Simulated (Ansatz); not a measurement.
**Ba2SrTi3O9 (perovskite [001] superlattice) (P4mm): converging the G0W0 gap**

Aim: see how the G0W0 gap of Ba2SrTi3O9 (perovskite [001] superlattice) (P4mm) on PBEsol moves with empty bands and screening cutoff, and what each rung costs.

Calculated with Ansatz 0.2.0; G0W0 on PBEsol, plane waves, PAW; PAW set soft_1.

The structure was built from a prototype and need not be the compound's stable phase.

### 1. Starting point

The structure is tetragonal, space group P4mm (No. 99). The conventional cell has a = 3.935 Å, b = 3.935 Å, c = 11.979 Å, α = 90.00°, β = 90.00°, γ = 90.00°. Nearest to Sr lie 12 O at 2.68 to 2.82 Å. Nearest to O lie 2 Ti at 1.83 to 2.06 Å and 4 Sr at 2.78 Å. Ti has 6 O at 1.87 to 2.06 Å nearest. Nearest to O lie 2 Ti at 1.97 Å and 2 Sr at 2.68 Å and 2 Ba at 2.89 Å. Nearest to Ba lie 12 O at 2.77 to 2.89 Å. Nearest to O lie 2 Ti at 1.87 to 2.18 Å and 4 Ba at 2.78 Å. It derives from SrTiO3. Farther neighbours and most contacts between anions are not listed.

The structure was relaxed with PBEsol. The runs that relaxed it are not among those shown. Spin-orbit coupling is left out unless a step names it.

### 2. 157 empty bands, screening to 52 eV

G0W0 replaces the xc potential by the self-energy, built once from these orbitals. Only a window of levels is corrected, while the sums run over the empty bands that the input names. This step takes PAW set soft_1 files.

input.yaml

```yaml
crystal:
  lattice:
    - [3.9349802706, 0.0, 0.0]
    - [0.0, 3.9349802706, 0.0]
    - [0.0, 0.0, 11.9786531724]
  atoms:
    - { symbol: Sr, position: [0.0, 0.0, 0.084275811] }
    - { symbol: O, position: [0.5, 0.5, 0.076645523] }
    - { symbol: Ti, position: [0.5, 0.5, 0.2485044074] }
    - { symbol: O, position: [0.5, 0.0, 0.2366435965] }
    - { symbol: O, position: [0.0, 0.5, 0.2366435965] }
    - { symbol: Ba, position: [0.0, 0.0, 0.4133352158] }
    - { symbol: O, position: [0.5, 0.5, 0.40474618] }
    - { symbol: Ti, position: [0.5, 0.5, 0.586817754] }
    - { symbol: O, position: [0.5, 0.0, 0.5765820441] }
    - { symbol: O, position: [0.0, 0.5, 0.5765820441] }
    - { symbol: Ba, position: [0.0, 0.0, 0.751359634] }
    - { symbol: O, position: [0.5, 0.5, 0.7421782604] }
    - { symbol: Ti, position: [0.5, 0.5, 0.9242476745] }
    - { symbol: O, position: [0.5, 0.0, 0.9159179191] }
    - { symbol: O, position: [0.0, 0.5, 0.9159179191] }
kpoints:
  mp_grid: { grid: [6, 6, 2] }
hamiltonian:
  xc: pbesol
  pseudopotentials: { kind: paw, azcp: { folder: soft_1 }, xc_functional: pbe }
scf:
  occupations: { method: fixed }
gw:
  n_empty_bands: 157
  ecut_chi: 52
  qp_bands: [v4, c4]
  qp_kpoints: band_edges
  screening: { model: contour_deformation }
```

Run with:

```console
> ansatz run input.yaml --threads 3 --pin off --max-ram 92160MiB --backend cuda --events-out ev --progress --plain --runs-dir out --devices 1 --max-vram 13GiB
```

Numbers of over 12 decimals in the logs are rounded to 6 here.

Log:

```text
GPUs: using 1 of 1 available (devices: 1).
Engine: ansatz 0.2.0, x86_64-unknown-linux-gnu
Pseudopotentials: kind: paw
Pseudopotential: Sr, paw, valence charge 10, recommended cutoff 420 eV (normal), soft_1/Sr.paw.azcp
Pseudopotential: O, paw, valence charge 6, recommended cutoff 420 eV (normal), soft_1/O.paw.azcp
Pseudopotential: Ti, paw, valence charge 12, recommended cutoff 420 eV (normal), soft_1/Ti.paw.azcp
Pseudopotential: Ba, paw, valence charge 10, recommended cutoff 420 eV (normal), soft_1/Ba.paw.azcp
Functional definition: PBEsol
  exchange = pbesol_x
  correlation = pbesol_c
device memory: the entry about to start is reckoned to put 3.7 GiB on a device that reports 32.7 GiB free (of which the cap on the GPU budget leaves the run 13.0 GiB)
GPU FFT provider: cuFFT
GPU libraries: cuBLAS 13.8.2, cuFFT 12.4.0, cuSOLVER 12.3.4
Crystal: 15 atoms, lattice volume = 185.478 Å³
Basis set: ecut = 420 eV, 3633 PW (Γ)
Bands: 75, of which v1, the nominal top of the filled ones, is band 60 counted from 1 (59 counted from 0)
Symmetry: 8 space group operations
Space group: P4mm (ITA 99), of the structure as read, at distance tolerance 5.7e-5 Å
k-points: 20 of 72
Non-local potential: Sr, projectors of the file, l = 0: 3, l = 1: 2, l = 2: 2
Non-local potential: O, projectors of the file, l = 0: 2, l = 1: 2, l = 2: 1
Non-local potential: Ti, projectors of the file, l = 0: 3, l = 1: 2, l = 2: 3, l = 3: 1
Non-local potential: Ba, projectors of the file, l = 0: 3, l = 1: 2, l = 2: 2, l = 3: 2
PAW form: soft (Blöchl's): semilocal exchange-correlation on the pseudo side does not see the compensation charge
PAW frozen core: Sr, regenerated for the run's functional, and the local potential with it (the file was generated under x = pbe(κ = 0.804, μ = 0.219515), c = pbe(β = 0.066725))
PAW frozen core: O, regenerated for the run's functional, and the local potential with it (the file was generated under x = pbe(κ = 0.804, μ = 0.219515), c = pbe(β = 0.066725))
PAW frozen core: Ti, regenerated for the run's functional, and the local potential with it (the file was generated under x = pbe(κ = 0.804, μ = 0.219515), c = pbe(β = 0.066725))
PAW frozen core: Ba, regenerated for the run's functional, and the local potential with it (the file was generated under x = pbe(κ = 0.804, μ = 0.219515), c = pbe(β = 0.066725))
PAW one-centre angular grid: Sr, 110 points (default); XC on 64 Gauss nodes
PAW one-centre angular grid: O, 110 points (default); XC on 64 Gauss nodes
PAW one-centre angular grid: Ti, 590 points (default); XC on 64 Gauss nodes
PAW one-centre angular grid: Ba, 194 points (default); XC on 64 Gauss nodes
Initial density: superposition of atomic densities (chi_scale 0.1, normalization cell, long waves kept (reshape's long-wave potential 0.31 eV rms))
Initial wavefunctions: pseudopotential atomic-orbital guess
GPU buffer pool allocated for 59049 grid points (all kernels)
GPU transforms: local potential and band sums: pruned to the plane-wave sphere, on 27×27×81
Functional: x = pbesol(κ = 0.804, μ = 0.123457), c = pbesol(β = 0.046)
SCF iter   1: F=—  HF=-27713.904520 eV  |F-HF|=—  |Δ(HF+E_count)|=         —  Δρ=5.55e-2  dr2=6.96e0  ethr=3.10e-3  ⟨swp⟩=4.7  Hψ=5040  notcnv=0  defer=240
preconditioner: auto → Resta (q_TF=auto, 2.537 Å⁻¹)  ε∞=5.7  [insulator: Δε(μ)=1.202 eV  Ē_g=11.919 eV  n_scr=56 (ndim 8)  ℏωp=25.9 eV  f_vac=0.000  ε∞_Penn≈5.7]
SCF iter   2: F=—  HF=-27712.785050 eV  |F-HF|=—  |Δ(HF+E_count)|=    1.12e0  Δρ=2.51e-2  dr2=1.67e0  ethr=3.10e-3  ⟨swp⟩=2.9  Hψ=2421  notcnv=0  defer=210
SCF iter   3: F=—  HF=-27712.621101 eV  |F-HF|=—  |Δ(HF+E_count)|=   1.64e-1  Δρ=1.78e-2  dr2=6.11e-1  ethr=1.39e-3  ⟨swp⟩=2.8  Hψ=2411  notcnv=0  defer=202
SCF iter   4: F=—  HF=-27712.538971 eV  |F-HF|=—  |Δ(HF+E_count)|=   8.21e-2  Δρ=6.71e-3  dr2=8.96e-2  ethr=5.09e-4  ⟨swp⟩=2.0  Hψ=2437  notcnv=0  defer=194
SCF iter   5: F=—  HF=-27712.530641 eV  |F-HF|=—  |Δ(HF+E_count)|=   8.33e-3  Δρ=1.95e-3  dr2=6.19e-3  ethr=7.47e-5  ⟨swp⟩=2.0  Hψ=2316  notcnv=0  defer=250
SCF iter   6: F=—  HF=-27712.532027 eV  |F-HF|=—  |Δ(HF+E_count)|=   1.39e-3  Δρ=1.45e-3  dr2=3.31e-3  ethr=5.16e-6  ⟨swp⟩=2.0  Hψ=2312  notcnv=0  defer=260
SCF iter   7: F=—  HF=-27712.531634 eV  |F-HF|=—  |Δ(HF+E_count)|=   3.93e-4  Δρ=2.07e-4  dr2=5.83e-5  ethr=2.76e-6  ⟨swp⟩=2.0  Hψ=2223  notcnv=0  defer=258
SCF iter   8: F=—  HF=-27712.531684 eV  |F-HF|=—  |Δ(HF+E_count)|=   5.01e-5  Δρ=9.37e-5  dr2=1.62e-5  ethr=4.86e-8  ⟨swp⟩=2.0  Hψ=2334  notcnv=0  defer=132
SCF iter   9: F=—  HF=-27712.531684 eV  |F-HF|=—  |Δ(HF+E_count)|=   3.83e-7  Δρ=4.76e-5  dr2=4.32e-6  ethr=1.35e-8  ⟨swp⟩=2.0  Hψ=2260  notcnv=0  defer=134
SCF iter  10: F=—  HF=-27712.531684 eV  |F-HF|=—  |Δ(HF+E_count)|=   4.02e-7  Δρ=1.05e-5  dr2=2.57e-7  ethr=3.60e-9  ⟨swp⟩=2.0  Hψ=1965  notcnv=0  defer=134
SCF iter  11: F=-27712.531684 eV  HF=-27712.531684 eV  |F-HF|=3.24e-8  |Δ(HF+E_count)|=   1.05e-7  Δρ=6.67e-6  dr2=8.17e-8  ethr=8.33e-11  ⟨swp⟩=13.8  Hψ=7300  notcnv=0
SCF 1 converged in 11 iterations: F = -27712.531684 eV  dr2 = 8.17e-8
  greatest PAW one-centre occupation: 0.998 electrons in one spin orbital (limit 2), on the Ti atom at site 12 (counted from 0), in its partial waves of l = 0
[...]
ik  band        ε_KS         Σx   Σc(E_QP)       V_xc       Z   E_QP_lin       E_QP  E_QP is
     0    57      9.6579   -25.7801     4.8575   -20.9354  0.7376     9.6707     9.6707  root
     0    58      9.8367   -26.0514     4.7683   -21.3384  0.7397     9.8920     9.8921  root
     0    59      9.8911   -25.6276     4.6055   -21.0958  0.7404     9.9647     9.9649  root
     0    60      9.8911   -25.6276     4.6055   -21.0958  0.7404     9.9647     9.9649  root
     0    61     12.1274   -12.6040    -5.8224   -20.2804  0.7505    14.0573    13.9814  root
     0    62     12.2156   -12.7824    -5.9473   -20.6177  0.7470    14.1845    14.1036  root
     0    63     12.2590   -12.8033    -5.9867   -20.6869  0.7463    14.2383    14.1559  root
     0    64     12.4191   -13.1738    -5.4542   -20.4420  0.7491    14.3071    14.2331  root
     1    57      9.7775   -25.7569     4.7404   -21.0579  0.7389     9.8189     9.8189  root
     1    58      9.7775   -25.7569     4.7404   -21.0579  0.7389     9.8189     9.8189  root
     1    59      9.8327   -25.6832     4.6997   -21.0405  0.7393     9.8896     9.8897  root
     1    60      9.8327   -25.6832     4.6997   -21.0405  0.7393     9.8896     9.8897  root
     1    61     12.1548   -12.6937    -5.8666   -20.4228  0.7489    14.0946    14.0174  root
     1    62     12.1680   -12.6318    -5.8680   -20.3705  0.7498    14.1166    14.0387  root
     1    63     12.2792   -12.8646    -6.0217   -20.7926  0.7452    14.2690    14.1854  root
     1    64     12.8419   -13.7349    -5.5795   -21.1555  0.7397    14.7651    14.6830  root
     2    57      9.4007   -25.2553     4.8607   -20.3784  0.7305     9.3844     9.3844  root
     2    58      9.4457   -25.2144     4.8520   -20.3410  0.7309     9.4243     9.4243  root
     2    59      9.6504   -25.2787     4.4213   -20.9542  0.7394     9.7470     9.7472  root
     2    60      9.7782   -25.9042     4.7654   -21.1847  0.7394     9.8241     9.8241  root
     2    61     12.4392   -13.2284    -5.4892   -20.5392  0.7482    14.3361    14.2608  root
     2    62     12.6888   -13.5857    -5.7144   -21.1347  0.7389    14.6043    14.5234  root
     2    63     12.7371   -13.6440    -5.8124   -21.3135  0.7372    14.6790    14.5943  root
     2    64     12.7587   -13.5381    -5.6545   -21.0453  0.7417    14.6925    14.6114  root
[...]
4    62     13.5652   -14.3365    -6.1806   -22.3997  0.7192    15.5628    15.4478  root ?
     4    63     13.5776   -14.4348    -6.1417   -22.4266  0.7173    15.5425    15.4277  root ?
     4    64     13.5949   -14.4061    -6.0390   -22.3156  0.7214    15.5761    15.4654  root ?
[...]
5    63     13.5864   -14.4589    -6.1575   -22.4671  0.7167    15.5530    15.4372  root ?
     5    64     13.6096   -14.4411    -6.1681   -22.4685  0.7171    15.5851    15.4690  root ?
[...]
6    62     13.6100   -14.4088    -6.2227   -22.5301  0.7180    15.6264    15.5085  root ?
     6    63     13.7583   -14.4105    -6.2596   -22.5724  0.7168    15.7823    15.6605  root ?
     6    64     13.9810   -14.7269    -6.4479   -23.0298  0.7054    15.9724    15.8361  root ?
[...]
7    63     13.9835   -14.7271    -6.4686   -23.0521  0.7050    15.9771    15.8400  root ?
     7    64     14.0070   -14.7174    -6.4875   -23.0710  0.7053    16.0101    15.8731  root ?
[...]
10    62     13.6063   -14.4059    -6.1157   -22.3993  0.7200    15.5973    15.4840  root ?
    10    63     13.6680   -13.8530    -6.3231   -22.0332  0.7189    15.6399    15.5252  root ?
    10    64     13.6945   -14.2416    -6.3161   -22.4500  0.7176    15.7063    15.5868  root ?
[...]
11    63     13.6809   -13.9936    -6.3199   -22.1766  0.7181    15.6602    15.5441  root ?
    11    64     13.6924   -13.9786    -6.2440   -22.0875  0.7201    15.6710    15.5572  root ?
[...]
12    62     13.7548   -14.4416    -6.3197   -22.6621  0.7156    15.7783    15.6555  root ?
    12    63     13.8656   -14.3334    -6.3723   -22.6119  0.7153    15.8970    15.7718  root ?
    12    64     14.0237   -14.4584    -6.5755   -22.9135  0.7063    16.0383    15.9032  root ?
[...]
13    63     14.0554   -14.3385    -6.6375   -22.8440  0.7051    16.0581    15.9234  root ?
    13    64     14.0724   -14.3483    -6.5620   -22.7843  0.7069    16.0798    15.9465  root ?
[...]
14    61     13.5302   -14.2234    -6.1541   -22.2757  0.7233    15.5405    15.4284  root ?
    14    62     13.7061   -14.5906    -6.1751   -22.6500  0.7163    15.7097    15.5905  root ?
    14    63     14.0100   -13.4219    -6.8241   -22.1205  0.7107    16.0162    15.8845  root ?
    14    64     14.1107   -14.3050    -6.6553   -22.8451  0.7067    16.1334    15.9954  root ?
[...]
18    57      9.8926   -25.4232     5.0196   -20.3558  0.7325     9.8447     9.8447  root
    18    58     10.2114   -25.7578     5.0926   -20.6548  0.7319    10.2009    10.2009  root
    18    59     10.2414   -25.8437     5.1050   -20.7473  0.7319    10.2501    10.2501  root
    18    60     10.2730   -25.8740     5.0868   -20.7810  0.7326    10.2667    10.2667  root
    18    61     14.0607   -14.7606    -6.4901   -23.1416  0.7060    16.0905    15.9517  root ?
    18    62     14.0607   -14.7606    -6.4901   -23.1416  0.7060    16.0905    15.9517  root ?
    18    63     14.4568   -14.7109    -6.8483   -23.4478  0.6957    16.4994    16.3455  root ?
    18    64     14.4568   -14.7109    -6.8483   -23.4478  0.6957    16.4994    16.3455  root ?
    19    57     10.1260   -25.8041     5.0579   -20.7327  0.7334    10.1124    10.1124  root
    19    58     10.2195   -25.7667     5.0824   -20.6724  0.7322    10.2075    10.2075  root
    19    59     10.2286   -25.8203     5.1133   -20.7133  0.7316    10.2350    10.2350  root
    19    60     10.2768   -25.8891     5.0884   -20.7994  0.7326    10.2755    10.2755  root
    19    61     14.1846   -14.6768    -6.6156   -23.1790  0.7028    16.2129    16.0712  root ?
    19    62     14.1846   -14.6768    -6.6156   -23.1790  0.7028    16.2129    16.0712  root ?
    19    63     14.1948   -14.7635    -6.5758   -23.2350  0.7037    16.2330    16.0906  root ?
    19    64     14.1948   -14.7635    -6.5758   -23.2350  0.7037    16.2330    16.0906  root ?
[key lines of the parts left out:]
SCF converged after 11 iterations
Free energy (F): -27712.531684 eV
Fermi energy:    10.276804 eV
```

The job ended after 51 s (1 × NVIDIA H100 80GB HBM3 (shared by 6 runs) with 3 threads of AMD EPYC 7R13 (Zen 3), shared host; peak memory 1.6 GiB).

In the SCF lines HF is the Harris–Foulkes energy and dr2 the Hartree energy of the density residual, in eV; the loop may stop once dr2 is under the threshold and the program's other checks hold. Hψ counts applications of the Hamiltonian.

Numbers from this step:

* bands summed: 217
* RPA ε∞ on this mesh (eigenvalues): 5.762, 6.274, 6.274
* plane waves in the screening matrix: 163
* q-points in the mesh: 72
* G0W0 gap on the mesh: 3.706 eV
* k of the valence top: -0.5, -0.5, -0.5
* k of the conduction bottom: 0, 0, 0
* starting gap on the mesh: 1.851 eV
* Z at the valence top: 0.7326
* Z at the conduction bottom: 0.7505
* least direct G0W0 gap on the computed points: 4.017 eV

The gap on the mesh goes from 1.85 eV to 3.71 eV, a correction of +1.86 eV. Between the two edge states, bare exchange in place of the xc potential would open the gap by 12.77 eV, and correlation takes back 10.91 eV.

### 3. 624 empty bands, screening to 130 eV

Bands and screening cutoff are moved together, since each hides the error of the other.

Edit input.yaml of step 2 so:

```diff
@@ -29,4 +29,4 @@
 gw:
-  n_empty_bands: 157
-  ecut_chi: 52
+  n_empty_bands: 624
+  ecut_chi: 130.0
   qp_bands: [v4, c4]
```

Log:

```text
GPUs: using 1 of 1 available (devices: 1).
[...]
GPU FFT provider: cuFFT
GPU libraries: cuBLAS 13.8.2, cuFFT 12.4.0, cuSOLVER 12.3.4
Crystal: 15 atoms, lattice volume = 185.478 Å³
Basis set: ecut = 420 eV, 3633 PW (Γ)
Bands: 75, of which v1, the nominal top of the filled ones, is band 60 counted from 1 (59 counted from 0)
[... 1 set-up line as in the run before ...]
[...]
k-points: 20 of 72
[...]
GPU buffer pool allocated for 59049 grid points (all kernels)
[...]
SCF iter   1: F=—  HF=-27713.904520 eV  |F-HF|=—  |Δ(HF+E_count)|=         —  Δρ=5.55e-2  dr2=6.96e0  ethr=3.10e-3  ⟨swp⟩=4.7  Hψ=5040  notcnv=0  defer=240
[...]
SCF iter  11: F=-27712.531684 eV  HF=-27712.531684 eV  |F-HF|=3.24e-8  |Δ(HF+E_count)|=   1.05e-7  Δρ=6.67e-6  dr2=8.17e-8  ethr=8.33e-11  ⟨swp⟩=13.8  Hψ=7300  notcnv=0
SCF 1 converged in 11 iterations: F = -27712.531684 eV  dr2 = 8.17e-8
[...]
NSCF: frozen V_eff on 20 k-points
[...]
G₀W₀ screening: q 1/20
[... further progress lines ...]
SCF converged after 11 iterations
Free energy (F): -27712.531684 eV
[...]
Internal energy: -27712.531684 eV  (E = F + TS)
E sigma→0 (E₀):  -27712.531684 eV
Fermi energy:    10.276804 eV
[...]
--- Band table (eV; the first three rows and the last of 20) ---
  k-point 0: bands = [... 56 lower, 9.6579, 9.8367, 9.8911, 9.8911, 12.1274, 12.2156, 12.2590, 12.4191, ... 11 higher]
  k-point 1: bands = [... 56 lower, 9.7775, 9.7775, 9.8327, 9.8327, 12.1548, 12.1680, 12.2792, 12.8419, ... 11 higher]
  k-point 2: bands = [... 56 lower, 9.4007, 9.4457, 9.6504, 9.7782, 12.4392, 12.6888, 12.7371, 12.7587, ... 11 higher]
  k-point 19: bands = [... 56 lower, 10.1260, 10.2195, 10.2286, 10.2768, 14.1846, 14.1846, 14.1948, 14.1948, ... 11 higher]
[...]
bands read: the sum over 684 bands ends inside a degenerate multiplet in 2 slots, whose members it reads at an even weight; the widest, k=0: bands 684 to 685 (counted from 1) at 1/2 each
[...]
0    57      9.6579   -25.7801     4.4648   -20.9354  0.7281     9.2753     9.2780  root
     0    58      9.8367   -26.0514     4.3686   -21.3384  0.7300     9.4902     9.4923  root
     0    59      9.8911   -25.6276     4.1987   -21.0958  0.7304     9.5561     9.5580  root
     0    60      9.8911   -25.6276     4.1987   -21.0958  0.7304     9.5561     9.5580  root
     0    61     12.1274   -12.6040    -6.3971   -20.2804  0.7433    13.4372    13.4067  root
     0    62     12.2156   -12.7824    -6.5288   -20.6177  0.7396    13.5552    13.5221  root
     0    63     12.2590   -12.8033    -6.5687   -20.6869  0.7389    13.6079    13.5739  root
     0    64     12.4191   -13.1738    -6.0115   -20.4420  0.7414    13.7054    13.6758  root
[...]
19    61     14.1846   -14.6768    -7.1918   -23.1790  0.6929    15.5536    15.4950  root
    19    62     14.1846   -14.6768    -7.1918   -23.1790  0.6929    15.5536    15.4950  root
    19    63     14.1948   -14.7635    -7.1494   -23.2350  0.6939    15.5760    15.5169  root
    19    64     14.1948   -14.7635    -7.1494   -23.2350  0.6939    15.5760    15.5169  root
```

Run time: 3.9 min. Hardware: 1 × NVIDIA H100 80GB HBM3 (shared by 6 runs) with 3 threads; peak memory 3.6 GiB; 6.8 min of CPU time.

Numbers from this step:

* bands summed: 684
* RPA ε∞ on this mesh (eigenvalues): 5.671, 6.180, 6.180
* plane waves in the screening matrix: 627
* q-points in the mesh: 72
* G0W0 gap on the mesh: 3.495 eV
* k of the valence top: -0.5, -0.5, -0.5
* k of the conduction bottom: 0, 0, 0
* starting gap on the mesh: 1.851 eV
* Z at the valence top: 0.7213
* Z at the conduction bottom: 0.7433
* least direct G0W0 gap on the computed points: 3.849 eV

Against the run with 6×6×2 mesh, 157 empty bands, screening to 52 eV, PAW set soft_1 files, the gap moves by −0.21 eV.

### 4. The runs together

Times are wall times on 1 × NVIDIA H100 80GB HBM3 (shared by 6 runs) with 3 threads of AMD EPYC 7R13 (Zen 3), shared host, good to a factor of about two.

| mesh | files | frequency | bands summed | cutoff (eV) | start (eV) | G0W0 (eV) | time | host memory (GiB) |
| --- | --- | --- | --- | --- | --- | --- | --- | --- |
| 6×6×2 | PAW set soft_1 | contour deformation | 217 | 52 | 1.851 | 3.706 | 51 s | 1.6 |
| 6×6×2 | PAW set soft_1 | contour deformation | 684 | 130 | 1.851 | 3.495 | 3.9 min | 3.6 |

The parts of the quasiparticle energy at the two band edges (eV; QP = start + Σx + Σc − Vxc):

| run | edge | start | Σx | Σc | Vxc | Z | QP |
| --- | --- | --- | --- | --- | --- | --- | --- |
| 217 bands | valence top | 10.28 | -25.89 | 5.09 | -20.80 | 0.73 | 10.28 |
| 217 bands | conduction bottom | 12.13 | -12.60 | -5.82 | -20.28 | 0.75 | 13.98 |
| 684 bands | valence top | 10.28 | -25.89 | 4.72 | -20.80 | 0.72 | 9.91 |
| 684 bands | conduction bottom | 12.13 | -12.60 | -6.40 | -20.28 | 0.74 | 13.41 |

### 5. What came out

```yaml
217_bands_52_ev: 3.706 eV
684_bands_130_ev: 3.495 eV
estimated_limit_in_bands_and_cutoff: 3.40 eV
mesh_and_start: 6×6×2, PBEsol
```

A line in one over the bands through the two rungs gives 3.40 eV, −0.10 eV from the top rung; with two points alone it is an unchecked estimate. The rungs stand 0.31 eV (217 bands) and 0.10 eV (684 bands) from it. From 217 to 684 bands the gap moves by −0.21 eV while the time grows 4.6-fold. Σc changes by −0.36 eV at the valence top and −0.57 eV at the conduction bottom, so the levels themselves move more than the gap between them. The many-body steps are scalar-relativistic: spin-orbit coupling is not in them.

[Paths, hosts, dates, memory and timing lines, banners, echoed tables and standing remarks are left out of the program output.]

[Logs are printed without paths, hosts, clocks, repeated set-up lines and the standing remarks that a program may print on its own settings, such as how far it seeks lower states.]

[Runs of the session that timed out or met a known fault of the program may be left out.]

[Cells called generated may have been cut or substituted from an entry of the Crystallography Open Database or the Materials Project.]

[Hosts, paths, dates, database ids (printed as entryN), source tags and the programs' standing remarks are cut or masked in the printed files.]
